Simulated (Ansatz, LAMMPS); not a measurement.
# Glassy 29TiO2-71Al2O3 (mol %) (137 atoms) under strain: runs compared

Aim: relax glassy 29TiO2-71Al2O3 (mol %) (137 atoms), then change its volume and shape to read moduli from the stress.

Computed with Ansatz 0.2.0: Kohn-Sham DFT, LDA, PAW (set soft_2), plane waves.

### Step 1. The cell as built

The cell holds 137 atoms: 9 Ti, 44 Al and 84 O. Cell: a = 11.468 Å, b = 11.468 Å, c = 11.468 Å, α = 90.0°, β = 90.0°, γ = 90.0°. 137 atoms (9 Ti, 44 Al, 84 O) placed at random at 3.12 g/cm³, melted at 4000 K for 10 ps at fixed volume with the Morse and Coulomb pair potential with partial charges (Pedone, Malavasi, Menziani, Cormack and Segre, J. Phys. Chem. B 110, 11780 (2006)). Quenched from 4000 K to 300 K at 300 K/ps and fixed volume, held 10 ps at zero pressure.

Limits known from the start: The quench rate of 300 K/ps far exceeds what a furnace or splat quench reaches, so expect more defects and frozen-in strain than in a real sample. The starting topology of bonds comes from the classical model, and needn't be the one that DFT or experiment would give. The Brillouin zone is sampled at Γ only.

### Step 2. The reference run

The reference is a single point at the end of the relaxation.

Every strained cell starts from the geometry of this run, and its atoms are relaxed with the cell held.

Its input, with most atom lines left out:

```yaml
crystal:
  lattice:
    - [11.35792, 0.10887, 0.08371]
    - [0.10887, 11.21289, -0.00613]
    - [0.08371, -0.00613, 11.68259]
  atoms:
    - { symbol: Ti, position: [0.4492, 0.79047, 0.40679] }
    - { symbol: Ti, position: [0.33634, 0.5177, 0.8287] }
    - { symbol: Ti, position: [0.14561, 0.75921, 0.4398] }
    - { symbol: Ti, position: [0.79391, 0.42122, 0.55789] }
    - { symbol: Ti, position: [0.26045, 0.35124, 0.06346] }
    - { symbol: Ti, position: [0.82403, 0.72254, 0.51913] }
    - { symbol: Ti, position: [0.34419, 0.11076, 0.17314] }
    [... atom lines 8 to 137 left out ...]
kpoints:
  mp_grid: { grid: [1, 1, 1] }
hamiltonian:
  xc: lda
scf:
  occupations: { method: fixed }
output:
  forces: true
  stress: true
  populations: intrinsic
  dos:
    method: { smearing: { sigma: 0.15 } }
    de: 0.1
    projected: { site_lists: { Al: [Al], O: [O], Ti: [Ti] } }
  eigenvalues: true
  write_density: true
  write_potential: true
  volumetric_format: npy
```

| Quantity | Value |
| --- | --- |
| free energy per atom | -667.5397 eV/atom |
| r.m.s. force component | 0.00541 eV/Å |
| pressure | 0.0203 GPa |

Filled and empty levels are parted by 2.95 eV (at Γ alone); a local or semilocal functional tends to put such gaps too low. In a disordered cell it changes from sample to sample, and tail or defect levels can set it.

### Step 3. The runs

Each row is one run, on 4 threads of Arm Neoverse V2, shared host. The free energy is the program's total, comparable only between runs with the same functional, potentials and atoms.

| run | atoms | outcome | ionic steps, all passes | free energy (eV) | time | host memory (GiB) |
| --- | --- | --- | --- | --- | --- | --- |
| Single point at the start | 137 | converged | - | -91441.717 | 18 s | 2.0 |
| Cell and atoms relaxed | 137 | converged | 30 | -91452.935 | 8.5 min | 2.0 |
| Single point at the relaxed geometry | 137 | converged | - | -91452.935 | 37 s | 2.1 |
| Volume -3 % | 137 | converged | 7 | -91452.409 | 2.6 min | 2.1 |
| Volume +3 % | 137 | converged | 16 | -91452.590 | 6.5 min | 2.2 |
| Volume -6 % | 137 | converged | 19 | -91451.053 | 6.7 min | 2.0 |
| Volume +6 % | 137 | converged | 13 | -91451.470 | 5.2 min | 2.3 |
| Volume -10 % | 137 | cut at the time limit | 23 | -91448.112 | 8 min | 2.0 |
| Stretched by 1 % along x | 137 | converged | 7 | -91452.860 | 2.7 min | 2.2 |
| Compressed by 1 % along x | 137 | cut at the time limit | 5 | -91452.859 | 2.1 min | 2.1 |

In some runs the program notes that the SCF threshold is loose for the stress.

### Step 4. Pressure against volume

Atoms are relaxed at each volume, in the scaled cell.

| volume change (%) | volume (Å³/atom) | energy change (meV/atom) | pressure (GPa) | largest move on relaxing (Å) | bonds | gap (eV) |
| --- | --- | --- | --- | --- | --- | --- |
| -6 | 10.207 | 13.74 | 7.31 | 0.98 | 260 | 2.69 |
| -3 | 10.533 | 3.84 | 3.92 | 0.12 | 254 | 3.00 |
| +0 | 10.859 | 0.00 | 0.02 | - | 252 | 2.95 |
| +3 | 11.184 | 2.52 | -2.79 | 0.45 | 247 | 2.83 |
| +6 | 11.510 | 10.70 | -5.13 | 0.54 | 244 | 2.79 |

### Step 5. Uniaxial strain and shear

Stress (GPa, compression positive) less that of the relaxed cell, atoms relaxed:

| strain | xx | yy | zz | xy | energy change (meV/atom) |
| --- | --- | --- | --- | --- | --- |
| stretched by 1 % along x | -1.708 | -0.908 | -0.829 | 0.048 | 0.55 |

### Step 6. Outcome

The bulk modulus, from the slope of pressure against ln V over the three points nearest the relaxed volume, is 112 GPa; between neighbouring points the slope runs 108, 128, 95 and 82 GPa from the smallest volume up, without a steady fall, so no pressure derivative is given. The count of bonds runs from 244 to 260 over the series, so at some points contacts cross the cutoffs. At -6 % and +6 % some atom moved by over 0.5 Å on relaxing, so those points may sit in another local minimum. The gap goes from 2.69 eV at the smallest volume to 2.79 eV at the largest, not monotonically (lowest 2.69, highest 3.00 eV), on the run's k-points.

**Limits.** Strains are finite and relaxations stop at the force tolerance of the input, which can leave moduli too stiff; they are those of a static cell at zero temperature. Volumes are changed with the cell's shape held, so in an anisotropic solid the modulus lies over the one under free hydrostatic load. The program notes that the SCF threshold of the relaxations is loose for the stress.

The DFT runs together took 43 min of wall time.

[Logs are printed without paths, hosts, clocks, repeated set-up lines and the standing remarks that a program may print on its own settings, such as how far it seeks lower states.]

[Hosts, paths, dates, database ids (printed as entryN), source tags and the programs' standing remarks are cut or masked in the printed files.]
